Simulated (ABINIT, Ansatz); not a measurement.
# A GW chain in ABINIT: Na3OBr (Pm-3m), part 3 of 3

Wanted: ground state, empty states, screening and self-energy for Na3OBr (Pm-3m).

ABINIT 10.8.3; PBEsol and many-body steps on it, plane waves. Known limits of the many-body steps: not at the basis limit; no spin-orbit coupling; coarse k mesh.

So far. Step 4 (Empty states on the mesh, 2×2×2 mesh, 187 bands): On this mesh the gap is 1.960 eV. Step 5 (Screening, 2×2×2 mesh, 171 bands, screening to 176.9 eV): Local fields lower ε∞ by 10 %. On a Γ-centred mesh this coarse the value itself is usually too large, while a short band sum pulls it down.

## (6) Self-energy, 2×2×2 mesh, 171 bands, screening to 176.9 eV

The self-energy is evaluated for the states that the input lists, and the levels follow from it, in one-shot runs by the linearised quasiparticle equation.

This step: G0W0 on PBEsol, plane waves, norm-conserving pseudopotentials.

Contents of run.abi:

```
acell 3*1.0 Angstrom
rprim 
  4.533130000000 0.000000000000 0.000000000000
  0.000000000000 4.533130000000 0.000000000000
  0.000000000000 0.000000000000 4.533130000000
ntypat 3
znucl 11 35 8
natom 5
typat 1 1 1 2 3
xred 
  0.000000000000 0.500000000000 0.500000000000
  0.500000000000 0.000000000000 0.500000000000
  0.500000000000 0.500000000000 0.000000000000
  0.000000000000 0.000000000000 0.000000000000
  0.500000000000 0.500000000000 0.500000000000
pp_dirpath "pseudos"
pseudos "Na.upf, Br.upf, O.upf"
ecut 38
ngkpt 2 2 2
nshiftk 1
shiftk 0 0 0
kptopt 1
chksymbreak 0
istwfk *1
occopt 1
irdwfk 1
optdriver 4
nband 171
gwcalctyp 0
ecutsigx 38
symsigma 1
nkptgw 1
kptgw 
  0.0000000000 0.0000000000 0.0000000000
bdgw 
  18 23
ecuteps 6.5
irdscr 1
ppmodel 1
indata_prefix "in"
outdata_prefix "out"
tmpdata_prefix "tmp"
```

Command:

```console
> OMP_NUM_THREADS=1 mpirun -n 4 abinit run.abi > log
```

Numbers of over 12 decimals in the logs are rounded to 6 here.

The log of the run:

```text
.Version 10.8.3 of ABINIT. v10.8.2 released Aug 2026.

 Symmetries : space group Pm -3 m (#221); Bravais cP (primitive cubic)
[... echo of the input left out ...]
== DATASET  1 ==================================================================
-   mpi_nproc: 4, omp_nthreads: 1 (-1 if OMP is not activated)

--- !DatasetInfo
iteration_state: {dtset: 1, }
dimensions: {natom: 5, nkpt: 4, mband: 171, nsppol: 1, nspinor: 1, nspden: 1, mpw: 7088, }
cutoff_energies: {ecut:  38.0, pawecutdg:  -1.0, }
electrons: {nelect:   4.00000000E+01, charge:   0.00000000E+00, occopt:   1.00000000E+00, tsmear:   1.00000000E-02, }

 SIGMA: Calculation of the GW corrections

 Based on a program developped by R.W. Godby, V. Olevano, G. Onida, and L. Reining.
 Incorporated in ABINIT by V. Olevano, G.-M. Rignanese, and M. Torrent.
.Using double precision arithmetic ; gwpc =  8

[... cell and pseudopotentials left out ...]
--------------------------------------------------------------------------------

 ==== K-mesh for the wavefunctions ====
 Number of points in the irreducible wedge :     4
[... list of points left out ...]
 Together with 48 symmetry operations and time-reversal symmetry
 yields     8 points in the full Brillouin Zone.

 ==== Q-mesh for screening function ====
 Number of points in the irreducible wedge :     4
[... list of points left out ...]
 Together with 48 symmetry operations and time-reversal symmetry
 yields     8 points in the full Brillouin Zone.

 vcoul_init : cutoff-mode = AUXILIARY_FUNCTION
 q-points for optical limit:   1
     1)      0.000010    0.000020    0.000030
 setmesh: FFT mesh size selected  =    48x   48x   48
          total number of points  =       110592

 Number of electrons calculated from density =   40.0000; Expected =   40.0000
 average of density, n =  0.063631
 r_s =    1.5539
 omega_plasma =   24.3327 [eV]

 === KS Band Gaps ===
  >>>> For spin  1
   Minimum direct gap =   1.9597 [eV], located at k-point      :   0.0000  0.0000  0.0000
   Fundamental gap    =   1.9597 [eV], Top of valence bands at :   0.0000  0.0000  0.0000
                                       Bottom of conduction at :   0.0000  0.0000  0.0000
 SIGMA fundamental parameters:
 PLASMON POLE MODEL  1
 number of plane-waves for SigmaX                 7075
 number of plane-waves for SigmaC and W            485
 number of plane-waves for wavefunctions          7075
 number of bands                                   171
 number of independent spin polarizations            1
 number of spinorial components                      1
 number of k-points in IBZ                           4
 number of q-points in IBZ                           4
 number of symmetry operations                      48
 number of k-points in BZ                            8
 number of q-points in BZ                            8
 number of frequencies for dSigma/dE                 9
 frequency step for dSigma/dE [eV]                0.25
 number of omega for Sigma on real axis              0
 max omega for Sigma on real axis  [eV]           0.00
 zcut for avoiding poles [eV]                     0.10

 EPSILON^-1 parameters (SCR file):
 dimension of the eps^-1 matrix on file            485
 dimension of the eps^-1 matrix used               485
 number of plane-waves for wavefunctions          7075
 number of bands                                   171
 number of q-points in IBZ                           4
 number of frequencies                               2
 number of real frequencies                          1
 number of imag frequencies                          1

 matrix elements of self-energy operator (all in [eV])

 Perturbative Calculation

--- !SelfEnergy_ee
iteration_state: {dtset: 1, }
kpoint     : [   0.000,    0.000,    0.000, ]
spin       : 1
KS_gap     :    1.960
QP_gap     :    3.310
Delta_QP_KS:    1.350
data: !SigmaeeData |
     Band     E0 <VxcDFT>   SigX SigC(E0)      Z dSigC/dE  Sig(E)    E-E0       E
       18   1.551 -17.848 -23.042   4.327   0.747  -0.339 -18.495  -0.648   0.903
       19   1.551 -17.848 -23.042   4.327   0.747  -0.339 -18.495  -0.648   0.903
       20   1.551 -17.848 -23.042   4.327   0.747  -0.339 -18.495  -0.648   0.903
       21   3.511  -8.394  -4.327  -3.224   0.833  -0.201  -7.692   0.703   4.213
       22   6.438  -7.179  -2.942  -3.434   0.836  -0.196  -6.507   0.672   7.110
       23   6.438  -7.179  -2.942  -3.434   0.836  -0.196  -6.507   0.672   7.110

== END DATASET(S) ==============================================================
================================================================================

 -outvars: echo values of variables after computation  --------
           etotal      0.0000000000E+00
            nband         171
             nkpt           4
          spgroup         221
 [... the other variables as echoed above ...]

 Calculation completed.
```

The job ended after 15 s (4 MPI ranks of Arm Neoverse V1, shared host; peak memory 1.1 GiB).

This step gave:

- G0W0 gap on the points computed: 3.31 eV
- starting gap on the mesh: 1.960 eV
- k of the valence top: 0, 0, 0
- k of the conduction bottom: 0, 0, 0
- Z at the valence top: 0.747
- Z at the conduction bottom: 0.833
- least direct G0W0 gap on the computed points: 3.31 eV

The gap on the mesh goes from 1.96 eV to 3.31 eV, a correction of +1.35 eV.

Limits: finite bands, cutoff and mesh; no spin-orbit coupling; coarse k mesh. v1 is the top filled band, c1 the lowest empty one. Levels before and after the correction, in eV, zero at the valence-band top of each column:

|  | conduction bottom | valence top |
| --- | --- | --- |
| Kohn-Sham | 1.96 | 0.00 |
| G0W0 | 3.31 | 0.00 |

|  | level | energy (eV) |
| --- | --- | --- |
| Kohn-Sham | Γ v3-v1 | 0.000 |
| Kohn-Sham | Γ c1 | 1.960 |
| Kohn-Sham | Γ c2-c3 | 4.887 |
| G0W0 | Γ v3-v1 | 0.000 |
| G0W0 | Γ c1 | 3.310 |
| G0W0 | Γ c2-c3 | 6.207 |

## (7) Where the time went

Times are wall times on 4 MPI ranks of Arm Neoverse V1, shared host, good to a factor of about two.

| step | time | share | memory (GiB) |
| --- | --- | --- | --- |
| ground state | 24 s | 15 % | 0.35 |
| bands along the symmetry lines | 35 s | 22 % | 0.4 |
| empty states on the mesh | 53 s | 33 % | 0.42 |
| screening | 31 s | 19 % | 1.2 |
| self-energy | 15 s | 9 % | 1.1 |

## (8) What came out

```json
{"PBEsol gap": "1.96 eV, direct", "G0W0 gap on the mesh": "3.31 eV", "GW settings": "2×2×2 mesh, 171 bands, screening to 176.9 eV, Godby-Needs plasmon pole", "known limits": "not at the basis limit; no spin-orbit coupling; coarse k mesh"}
```

G0W0 moves the gap on the mesh from 1.96 eV to 3.31 eV (+1.35 eV), with Z of 0.75 and 0.83 at the edges. Local fields lower the RPA ε∞ on this mesh from 4.86 to 4.38; a Γ-centred mesh this coarse tends to raise both, most where the direct gap is narrow, while a short band sum lowers them. Only 1 of the mesh's irreducible points was corrected, so a valley elsewhere could overtake. The dearest step here is «empty states on the mesh». Bands and cutoff are finite, so the gap is not at the basis limit. The miss can reach some tenths of an eV and take either sign; the mesh is an error of its own. In the G0W0 run levels were corrected at 1 k point alone, so a gap called «on the mesh» is the least over those, and an edge elsewhere would be missed. The 2×2×2 mesh is coarse for this cell, which bears on the long-range parts of exchange and screening. The many-body steps are scalar-relativistic: spin-orbit coupling is not in them.

[Paths, hosts, dates, memory and timing lines, banners, echoed tables and standing remarks are left out of the program output.]

[Logs are printed without paths, hosts, clocks, repeated set-up lines and the standing remarks that a program may print on its own settings, such as how far it seeks lower states.]

[Runs of the session that timed out or met a known fault of the program may be left out.]

[No measured gap is set beside runs whose start may be inverted or whose files or cutoffs have a known fault.]

[Hosts, paths, dates, database ids (printed as entryN), source tags and the programs' standing remarks are cut or masked in the printed files.]

[G0W0 gaps are taken among the corrected bands and points alone; a level outside them can change the order at an edge.]

[Where Ansatz stands beside ABINIT at settings called matched, ABINIT's density can come from a denser mesh and the files from another edition; pairs whose starting gaps differed by over 0.03 eV were left out, so agreement reads better than it is.]
